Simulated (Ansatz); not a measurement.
## (KCl)2(PbTe)1 [001] superlattice, started as rocksalt type: following an unstable mode

Which phase does (KCl)2(PbTe)1 [001] superlattice, started as rocksalt type fall into along its unstable mode, and how much energy does it gain?

Main program and level: Ansatz 0.2.0; DFT PBE, scalar-relativistic, plane waves, PAW.

The structure was built from a prototype and need not be the compound's stable phase.

## Step 1: Starting point

Symmetry: I4/mmm, No. 139, tetragonal system. The conventional cell has a = 4.567 Å, b = 4.567 Å, c = 19.704 Å, α = 90.00°, β = 90.00°, γ = 90.00°. Cl has 5 K at 3.20 to 3.23 Å and 1 Pb at 3.24 Å nearest. Nearest to K lie 5 Cl at 3.20 to 3.23 Å and 1 Te at 3.41 Å. Pb has 4 Te at 3.23 Å and 2 Cl at 3.24 Å nearest. Nearest to Te lie 4 Pb at 3.23 Å and 2 K at 3.41 Å. Farther neighbours and most contacts between anions are not listed.

Coordinates:

```cif
data_structure
_symmetry_space_group_name_H-M 'I4/mmm'
_symmetry_Int_Tables_number 139
_cell_length_a 4.5666
_cell_length_b 4.5666
_cell_length_c 19.7039
_cell_angle_alpha 90.000
_cell_angle_beta 90.000
_cell_angle_gamma 90.000
_cell_volume 410.90
loop_
_atom_site_label
_atom_site_type_symbol
_atom_site_symmetry_multiplicity
_atom_site_Wyckoff_symbol
_atom_site_fract_x
_atom_site_fract_y
_atom_site_fract_z
_atom_site_occupancy
Cl1 Cl 4 e 0.00000 0.00000 0.16454 1
K1 K 4 e 0.00000 0.00000 0.67284 1
Pb1 Pb 2 a 0.00000 0.00000 0.00000 1
Te1 Te 2 b 0.50000 0.50000 0.00000 1
```

## Step 2: Modes at Γ

The cell comes from relaxations at this level that are not shown. The zone centre is the only wavevector solved here; it holds the modes that light can see, as far as symmetry allows. The response to a homogeneous field gives the Born charges and the dielectric tensor, and its change with displacement the Raman tensors.

The input, input.yaml:

```yaml
crystal:
  lattice:
    - [3.2290660069, 3.2290660069, 0.0]
    - [-3.2290660069, 3.2290660069, 0.0]
    - [3.2290660069, 0.0, 9.8519650043]
  atoms:
    - { symbol: Cl, position: [0.5021222928, 0.4978777072, -0.0042445857] }
    - { symbol: Cl, position: [0.8312110405, 0.1687889595, 0.337577919] }
    - { symbol: K, position: [-0.00617336, 0.00617336, 0.01234672] }
    - { symbol: K, position: [0.3395066933, 0.6604933067, 0.3209866133] }
    - { symbol: Pb, position: [0.6666666667, 0.3333333333, 0.6666666667] }
    - { symbol: Te, position: [0.1666666667, 0.8333333333, 0.6666666667] }
kpoints:
  mp_grid: { grid: [8, 8, 8] }
hamiltonian:
  xc: pbe
scf:
  occupations: { method: fixed }
output:
  eigenvalues: true
phonons:
  method: dfpt
  dielectric: true
  rigid_motions: translations
  raman: true
```

Run with:

```console
$ ansatz run input.yaml --threads 8 --pin off --max-ram 14336MiB --backend cpu --events-out ev --progress --plain --runs-dir out
```

Numbers of over 12 decimals in the logs are rounded to 6 here.

The log of the run:

```text
Warning: crystal.symmetry: narrowed to the stabiliser of the run's FFT grids — unitary ops 16 → 4. A phonons.method: dfpt run fills in the rows of the dynamical matrix that it does not solve by its symmetry operations, which is exact only for operations that map its FFT grids onto themselves: filled in by any other, the frequencies could depend on the order in which like atoms are typed, or, by more than the grids' own error, on where the crystal sits among the grids' points. Excluded: 12 operations. The run can therefore solve more perturbations, solve them on more k-points, or both, and cost more. [rest of the remark cut]
Engine: ansatz 0.2.0, x86_64-unknown-linux-gnu
Pseudopotentials: kind: paw
Pseudopotential: Cl, paw, valence charge 7, recommended cutoff 420 eV (normal), Cl.paw.azcp
Pseudopotential: K, paw, valence charge 9, recommended cutoff 420 eV (normal), K.paw.azcp
Pseudopotential: Pb, paw, valence charge 14, recommended cutoff 420 eV (normal), Pb.paw.azcp
Pseudopotential: Te, paw, valence charge 16, recommended cutoff 420 eV (normal), Te.paw.azcp
Functional definition: PBE
  parameter kappa = 0.804
  parameter beta = 0.066725
  exchange = pbe_x(kappa = kappa, mu = beta*pi^2/3)
  correlation = pbe_c(beta = beta)
Crystal: 6 atoms, lattice volume = 205.450 Å³
Basis set: ecut = 420 eV, 4065 PW (Γ), exchange–correlation on 72×72×144 points (8 copies of the dense FFT grid, shifted against one another)
Bands: 38, of which v1, the nominal top of the filled ones, is band 31 counted from 1 (30 counted from 0)
Symmetry: 16 space group operations
k-points: 260 of 512 (irreducible under 1 space group operation, time reversal used)
Non-local potential: Cl, projectors of the file, l = 0: 2, l = 1: 2, l = 2: 2
Non-local potential: K, projectors of the file, l = 0: 3, l = 1: 2, l = 2: 2
Non-local potential: Pb, projectors of the file, l = 0: 2, l = 1: 2, l = 2: 2, l = 3: 2
Non-local potential: Te, projectors of the file, l = 0: 2, l = 1: 2, l = 2: 2, l = 3: 2
PAW form: soft (Blöchl's): semilocal exchange-correlation on the pseudo side does not see the compensation charge
PAW one-centre angular grid: Cl, 110 points (default); XC on 64 Gauss nodes
PAW one-centre angular grid: K, 110 points (default); XC on 64 Gauss nodes
PAW one-centre angular grid: Pb, 590 points (default); XC on 64 Gauss nodes
PAW one-centre angular grid: Te, 590 points (default); XC on 64 Gauss nodes
Initial density: superposition of atomic densities (neutral atoms: chi_scale 0, normalization atom), corrected by the library's trained network
Initial wavefunctions: pseudopotential atomic-orbital guess
Functional: x = pbe(κ = 0.804, μ = 0.219515), c = pbe(β = 0.066725)
SCF iter   1: F=—  HF=-24129.134765 eV  |F-HF|=—  |Δ(HF+E_count)|=         —  Δρ=1.34e-3  dr2=2.93e-2  ethr=1.77e-3  ⟨swp⟩=5.1  Hψ=37739  notcnv=0  defer=1147
preconditioner: auto → Resta (q_TF=auto, 2.234 Å⁻¹)  ε∞=2.7  [insulator: Δε(μ)=1.174 eV  Ē_g=13.948 eV  n_scr=42 (ndim 8)  ℏωp=17.9 eV  f_vac=0.098  ε∞_Penn≈2.7]
SCF iter   2: F=—  HF=-24129.126342 eV  |F-HF|=—  |Δ(HF+E_count)|=   8.42e-3  Δρ=5.63e-4  dr2=4.48e-3  ethr=4.72e-5  ⟨swp⟩=3.1  Hψ=15202  notcnv=0  defer=1299
SCF iter   3: F=—  HF=-24129.124964 eV  |F-HF|=—  |Δ(HF+E_count)|=   1.38e-3  Δρ=2.23e-4  dr2=4.43e-4  ethr=7.23e-6  ⟨swp⟩=3.2  Hψ=12639  notcnv=0  defer=1299
SCF iter   4: F=—  HF=-24129.124885 eV  |F-HF|=—  |Δ(HF+E_count)|=   7.86e-5  Δρ=9.33e-5  dr2=2.59e-5  ethr=7.14e-7  ⟨swp⟩=2.1  Hψ=12786  notcnv=0  defer=1299
SCF iter   5: F=—  HF=-24129.124896 eV  |F-HF|=—  |Δ(HF+E_count)|=   1.09e-5  Δρ=2.94e-5  dr2=2.93e-6  ethr=4.17e-8  ⟨swp⟩=2.0  Hψ=17322  notcnv=0  defer=1226
SCF iter   6: F=—  HF=-24129.125041 eV  |F-HF|=—  |Δ(HF+E_count)|=   1.45e-4  Δρ=7.20e-6  dr2=1.53e-7  ethr=4.72e-9  ⟨swp⟩=2.0  Hψ=17834  notcnv=0  defer=906
SCF iter   7: F=—  HF=-24129.125041 eV  |F-HF|=—  |Δ(HF+E_count)|=   2.63e-7  Δρ=2.14e-6  dr2=1.29e-8  ethr=2.47e-10  ⟨swp⟩=2.0  Hψ=15506  notcnv=0  defer=916
SCF iter   8: F=—  HF=-24129.125041 eV  |F-HF|=—  |Δ(HF+E_count)|=   1.75e-8  Δρ=4.66e-7  dr2=6.08e-10  ethr=2.08e-11  ⟨swp⟩=2.0  Hψ=15502  notcnv=0  defer=920
SCF iter   9: F=-24129.125041 eV  HF=-24129.125041 eV  |F-HF|=6.91e-11  |Δ(HF+E_count)|=   1.34e-9  Δρ=1.39e-7  dr2=5.14e-11  ethr=1.00e-12  ⟨swp⟩=17.2  Hψ=78820  notcnv=0
SCF 1 converged in 9 iterations: F = -24129.125041 eV  dr2 = 5.14e-11
  greatest PAW one-centre occupation: 0.998 electrons in one spin orbital (limit 2), on the Te atom at site 5 (counted from 0), in its partial waves of l = 2
NSCF: frozen V_eff on 3 k-points
DFPT response loops at Γ: preconditioner auto → Resta (q_TF=auto, 2.234 Å⁻¹)  ε∞=7.1 (no band partly filled); β = 1.00, the filter's whole step (`scf.mixing.beta` (0.50) is not read by the response loops at its default; to damp them type it under 1.00, their step now; it binds the ground state too); Broyden in place of MSR1
── the response to a field inside a basis, on 12×12×8 k-points: an SCF that follows is theirs, and a resumed run solves both again ──
Bands: 32, of which v1, the nominal top of the filled ones, is band 31 counted from 1 (30 counted from 0)
k-points: 312
Initial density: handed on by an earlier stage of this run
Initial wavefunctions: pseudopotential atomic-orbital guess (no wavefunctions were taken with the density)
Eigensolver: Dense (312 Hₖ)
SCF iter   1: F=—  HF=-24129.069648 eV  |F-HF|=—  |Δ(HF+E_count)|=         —  Δρ=1.38e-4  dr2=1.23e-5  ethr=1.00e-1
preconditioner: auto → Resta (q_TF=auto, 2.234 Å⁻¹)  ε∞=3.3  [insulator: Δε(μ)=1.236 eV  Ē_g=11.854 eV  n_scr=42 (ndim 8)  ℏωp=17.9 eV  f_vac=0.099  ε∞_Penn≈3.3]
SCF iter   2: F=—  HF=-24129.069656 eV  |F-HF|=—  |Δ(HF+E_count)|=   8.72e-6  Δρ=7.40e-5  dr2=3.87e-6  ethr=1.99e-8
SCF iter   3: F=—  HF=-24129.069660 eV  |F-HF|=—  |Δ(HF+E_count)|=   3.98e-6  Δρ=5.07e-6  dr2=7.28e-8  ethr=6.24e-9
SCF iter   4: F=—  HF=-24129.069660 eV  |F-HF|=—  |Δ(HF+E_count)|=   6.88e-8  Δρ=1.41e-6  dr2=5.98e-9  ethr=1.17e-10
SCF iter   5: F=—  HF=-24129.069660 eV  |F-HF|=—  |Δ(HF+E_count)|=   9.03e-9  Δρ=4.18e-7  dr2=5.57e-10  ethr=9.65e-12
SCF iter   6: F=-24129.069660 eV  HF=-24129.069660 eV  |F-HF|=4.00e-11  |Δ(HF+E_count)|=  7.75e-10  Δρ=1.24e-7  dr2=5.48e-11  ethr=1.00e-12
SCF 1 converged in 6 iterations: F = -24129.069660 eV  dr2 = 5.48e-11
DFPT response loops at Γ: preconditioner auto → Resta (q_TF=auto, 2.234 Å⁻¹)  ε∞=7.0 (no band partly filled); β = 1.00, the filter's whole step (`scf.mixing.beta` (0.50) is not read by the response loops at its default; to damp them type it under 1.00, their step now; it binds the ground state too); Broyden in place of MSR1
DFPT response loops at Γ: mixed as the last ones told, above
WARN: field response: ε∞ stands inside a basis, on 12×12×8 points; the force constants stand on the 8×8×8 k-mesh, whose period is 8.72 times the interband length at k = (0.0000, -0.5000, 0.0000), direct gap 1.187 eV, under 14: take them and everything formed from them as unconverged, and compare with a denser kpoints.mp_grid
SCF converged after 9 iterations
Free energy (F): -24129.125041 eV
Harris-Foulkes:  -24129.125041 eV  (|F-HF|=6.91e-11)
Internal energy: -24129.125041 eV  (E = F + TS)
E sigma→0 (E₀):  -24129.125041 eV
Fermi energy:    4.861213 eV
--- Per-component energies (eV) ---
  E_band       = -655.686814
  E_kinetic    = 1297.676788
  E_local      = -4975.911375  (includes V_loc(G=0)·N_el)
  E_nonlocal   = 121.933941
  E_hartree    = 2237.529396
  E_xc         = -830.746312
  E_vxc        = -811.503649  (∫ρ·V_xc dr)
  E_paw        = -17948.293034  (= ΣΔE_a)
  E_vpaw       = -762.941531  (= ΣTr[D̂ρ^β])
  E_aug_tail   = 0.000029  (compensation charges beyond the density's cutoff)
  E_ewald      = -4031.314472
  E_smearing   = -0.000000  (= −TS)
  E_closure    = 0.000000  (closes the sum)
  Σ components = -24129.125041   (vs F -24129.125041, Δ=0.00e0)
--- Band table (eV; the first three rows and the last of 260) ---
  k-point 0: bands = [... 27 lower, 1.8145, 3.0084, 3.0084, 3.3349, 7.4486, 7.6652, 8.8220, 8.8649, ... 3 higher]
  k-point 1: bands = [... 27 lower, 1.8262, 3.0067, 3.0067, 3.2964, 7.3920, 7.7975, 8.7058, 9.0167, ... 3 higher]
  k-point 2: bands = [... 27 lower, 1.8433, 3.0026, 3.0026, 3.1980, 7.3538, 8.0362, 8.6081, 9.2202, ... 3 higher]
  k-point 259: bands = [... 27 lower, 1.6955, 1.7782, 1.8233, 3.8381, 7.0227, 8.4643, 9.1656, 9.1986, ... 3 higher]
--- Phonons (Γ-DFPT): 12 representative perturbations + reference, on 260 of 512 k-points (Σ response iterations 41) ---
  ASR residual: 1.570e-4 → 0.000e0 eV/Å²; symmetrization residual: 2.033e-5 eV/Å²
  The last average, over the group as it would stand without the narrowing to the FFT grids, took up to 6.110e-6 eV/Å² of the zone centre's force constants
  ASR residual per site (eV/Å²): 1.57e-4 1.57e-4 5.90e-5 5.90e-5 6.84e-5 1.30e-4
  Γ frequencies (cm⁻¹): -16.22 -16.22 0.00 0.00 0.00 27.92 37.48 37.48 51.80 51.80 81.29 115.39 115.39 117.41 117.41 119.65 132.46 141.68
  ε∞ (high-frequency dielectric tensor):
       12.044650     0.000000    -0.000000
        0.000000    12.044650     0.000000
       -0.000000     0.000000     3.248863
  softest optical mode at Γ: -16.22 cm⁻¹; the repairs (sum rule, projections) moved no ω² at Γ by more than (2.21 cm⁻¹)²
  Born effective charges Z* (e; rows j = field, columns β = displacement):
    site 0:
        -1.13300   -0.00000    0.00000
         0.00000   -1.13300   -0.00000
         0.00000   -0.00000   -1.76322
    site 1:
        -1.13300   -0.00000   -0.00000
         0.00000   -1.13300   -0.00000
         0.00000   -0.00000   -1.76322
    site 2:
         1.05830   -0.00000   -0.00000
        -0.00000    1.05830   -0.00000
         0.00000   -0.00000    1.30501
    site 3:
         1.05830   -0.00000   -0.00000
        -0.00000    1.05830   -0.00000
        -0.00000    0.00000    1.30501
    site 4:
         7.05345    0.00000    0.00000
        -0.00000    7.05345    0.00000
        -0.00000    0.00000    1.69719
    site 5:
        -6.90406    0.00000   -0.00000
         0.00000   -6.90406   -0.00000
         0.00000   -0.00000   -0.78077
  Z* charge neutrality: 1.481e-2 e pre-enforcement
  solved inside a basis spanned on kpoints, on 12×12×8 k-points transformed towards the longest dipole: ε∞ is read to err by 7.8e-2, Z* by 6.7e-2 e (field_mesh: kpoints solves on kpoints); Z* is corrected for what the basis lacks
  Raman tensors (in the event stream and the table raman_tensors.tsv): an entry may err by 8.4e-1 Å², one of the second-order susceptibility by 1.7e-17 pm/V (basis, points and sum rule); their sum over the sites missed zero by 3.553e-15 Å² ahead of its enforcement
  optical modes at Γ without the LO–TO term, one row a degenerate level:
      ω (cm⁻¹)  modes    IR ((D/Å)²/amu)  static Raman (Å⁴/amu)  depolarisation
        -16.22      2            28.5573                 0.0000               —
         27.92      1             1.8595                 0.0000               —
         37.48      2             0.0074                 0.0000               —
         51.80      2             0.0000                 0.9163           0.750
         81.29      1             1.0045                 0.0000               —
        115.39      2             5.7362                 0.0000               —
        117.41      2             0.0000                 0.7513           0.750
        119.65      1             0.0000               551.9564           0.113
        132.46      1             3.6234                 0.0000               —
        141.68      1             0.0000                 4.7259           0.121
  optical modes at Γ + LO–TO along q̂ = [1.0000, 0.0000, 0.0000]:
      ω (cm⁻¹)  modes    IR ((D/Å)²/amu)  static Raman (Å⁴/amu)  depolarisation
        -16.22      1            14.2786                 0.0000               —
         27.92      1             1.8595                 0.0000               —
         37.47      1             0.0001                 0.0000               —
         37.48      1             0.0037                 0.0000               —
         51.80      2             0.0000                 0.9163           0.750
         81.29      1             1.0045                 0.0000               —
         89.96      1             4.3455                 0.0000               —
        115.39      1             2.8681                 0.0000               —
        117.41      2             0.0000                 0.7513           0.750
        119.65      1             0.0000               551.9564           0.113
        132.46      1             3.6234                 0.0000               —
        140.51      1            12.8049                 0.0000               —
        141.68      1             0.0000                 4.7259           0.121
  optical modes at Γ + LO–TO along q̂ = [0.0000, 1.0000, 0.0000]:
      ω (cm⁻¹)  modes    IR ((D/Å)²/amu)  static Raman (Å⁴/amu)  depolarisation
        -16.22      1            14.2786                 0.0000               —
         27.92      1             1.8595                 0.0000               —
         37.47      1             0.0001                 0.0000               —
         37.48      1             0.0037                 0.0000               —
         51.80      2             0.0000                 0.9163           0.750
         81.29      1             1.0045                 0.0000               —
         89.96      1             4.3455                 0.0000               —
        115.39      1             2.8681                 0.0000               —
        117.41      2             0.0000                 0.7513           0.750
        119.65      1             0.0000               551.9564           0.113
        132.46      1             3.6234                 0.0000               —
        140.51      1            12.8049                 0.0000               —
        141.68      1             0.0000                 4.7259           0.121
  optical modes at Γ + LO–TO along q̂ = [0.0000, 0.0000, 1.0000]:
      ω (cm⁻¹)  modes    IR ((D/Å)²/amu)  static Raman (Å⁴/amu)  depolarisation
        -16.22      2            28.5573                 0.0000               —
         37.48      2             0.0074                 0.0000               —
         51.80      2             0.0000                 0.9163           0.750
         54.72      1             0.2069                 0.0000               —
         93.14      1             0.3150                 0.0000               —
        115.39      2             5.7362                 0.0000               —
        117.41      2             0.0000                 0.7513           0.750
        119.65      1             0.0000               551.9564           0.113
        141.68      1             0.0000                 4.7259           0.121
        184.38      1             5.9655                 0.0000               —
```

Run time: 26 min. Hardware: 8 threads of Intel Xeon Platinum 8488C (Sapphire Rapids), shared host; peak memory 8.6 GiB; 2.8 h of CPU time.

The column dr2 measures how far the density is from self-consistency, as an energy; F and HF (Harris–Foulkes) agree once it is small.

This step gave:

```
gap on the k-mesh                                       : 1.187 eV
volume per atom                                         : 34.24 Å³
sum-rule residual before enforcement                    : 1.57e-4 eV/Å²
miss of the charge sum rule                             : 0.01481 e
estimated error of the dielectric tensor                : 0.07784
estimated error of the Born charges                     : 0.06742 e
point group                                             : 4/mmm
highest optical mode at the zone centre (no LO-TO term) : 141.7 cm⁻¹
lowest optical zone-centre mode                         : -16.22 cm⁻¹
mean high-frequency dielectric constant                 : 9.113
largest Born charge (third of the trace)                : 5.268 e
top of the zone-centre spectrum with the field          : 184.4 cm⁻¹
```

Without the LO-TO term. Patterns of degenerate modes are one choice out of their space. The modes at Γ (shares of kinetic energy by element, %) (negative means imaginary):

```csv
mode,frequency (cm⁻¹),symmetry,Cl %,K %,Pb %,Te %
1,-16.2,Eu,0,0,36,64
2,-16.2,Eu,0,0,36,64
3,0.0,acoustic,15,16,43,26
4,0.0,acoustic,15,16,43,26
5,0.0,acoustic,15,16,43,26
6,27.9,A2u,36,6,51,8
7,37.5,Eu,25,44,21,10
8,37.5,Eu,25,44,21,10
9,51.8,Eg,41,59,0,0
10,51.8,Eg,41,59,0,0
11,81.3,A2u,41,0,5,53
12,115.4,Eu,60,40,0,0
13,115.4,Eu,60,40,0,0
14,117.4,Eg,59,41,0,0
15,117.4,Eg,59,41,0,0
16,119.7,A1g,63,37,0,0
17,132.5,A2u,8,78,1,13
18,141.7,A1g,37,63,0,0
```

Displacements in mode 2 (-16.2 cm⁻¹), the largest set to 1:
```
Cl1  0.00 -0.02  0.00
Cl2  0.00 -0.02  0.00
K3   0.00 -0.05  0.00
K4   0.00 -0.05  0.00
Pb5  0.00 -0.59  0.00
Te6 -0.01  1.00  0.00
```

Displacements in mode 14 (117.4 cm⁻¹), the largest set to 1:
```
Cl1 -0.01  1.00  0.00
Cl2  0.01 -1.00  0.00
K3   0.01 -0.79  0.00
K4  -0.01  0.79  0.00
Pb5  0.00  0.00  0.00
Te6  0.00  0.00  0.00
```

Before it was imposed, the acoustic sum rule was missed by 1.6e-4 eV/Å² and the charge sum rule by 0.015 e. Small misses are needed for a sound result but don't prove that mesh and cutoff are converged. The lowest optical mode is imaginary, 16.2i cm⁻¹, so the energy falls along it.

The log warns of the k mesh: “the force constants stand on the 8×8×8 k-mesh, whose period is 8.72 times the interband length at k = (0.0000, -0.5000, 0.0000), direct gap 1.187 eV, under 14: take them and everything formed from them as unconverged”.

(Continued in part 2 of 2.)

[Logs are printed without paths, hosts, clocks, repeated set-up lines and the standing remarks that a program may print on its own settings, such as how far it seeks lower states.]

[Hosts, paths, dates, database ids (printed as entryN), source tags and the programs' standing remarks are cut or masked in the printed files.]
